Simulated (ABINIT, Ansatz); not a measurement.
Planning a run of ABINIT 10.8.3 on CdTe (F-43m). The input:

```
acell 3*1.0 Angstrom
rprim 
  0.000000000000 3.240000000000 3.240000000000
  3.240000000000 0.000000000000 3.240000000000
  3.240000000000 3.240000000000 0.000000000000
ntypat 2
znucl 48 52
natom 2
typat 1 2
xred 
  0.000000000000 0.000000000000 0.000000000000
  0.250000000000 0.250000000000 0.250000000000
pp_dirpath "pseudos"
pseudos "Cd.upf, Te.upf"
ecut 47
ngkpt 6 6 6
nshiftk 1
shiftk 0.11 0.21 0.31
kptopt 3
chksymbreak 0
iscf -2
irdden 1
istwfk *1
nband 32
nbdbuf 4
tolwfr 1e-09
nstep 60
prtvol 0
indata_prefix "in"
outdata_prefix "out"
tmpdata_prefix "tmp"
```

```sh
OMP_NUM_THREADS=1 mpirun -n 8 abinit run.abi > log
```

Q: Estimate wall time and host memory on 8 MPI ranks of Arm Neoverse V2, shared host.

It took 1.9 min; on shared hardware allow 57 s to 3.8 min. Peak host memory was 1.3 GiB.

[Paths, hosts, dates, memory and timing lines, banners, echoed tables and standing remarks are left out of the program output.]

[Logs are printed without paths, hosts, clocks, repeated set-up lines and the standing remarks that a program may print on its own settings, such as how far it seeks lower states.]

[Runs of the session that timed out or met a known fault of the program may be left out.]

[Hosts, paths, dates, database ids (printed as entryN), source tags and the programs' standing remarks are cut or masked in the printed files.]

[G0W0 gaps are taken among the corrected bands and points alone; a level outside them can change the order at an edge.]

[Where Ansatz stands beside ABINIT at settings called matched, ABINIT's density can come from a denser mesh and the files from another edition; pairs whose starting gaps differed by over 0.03 eV were left out, so agreement reads better than it is.]
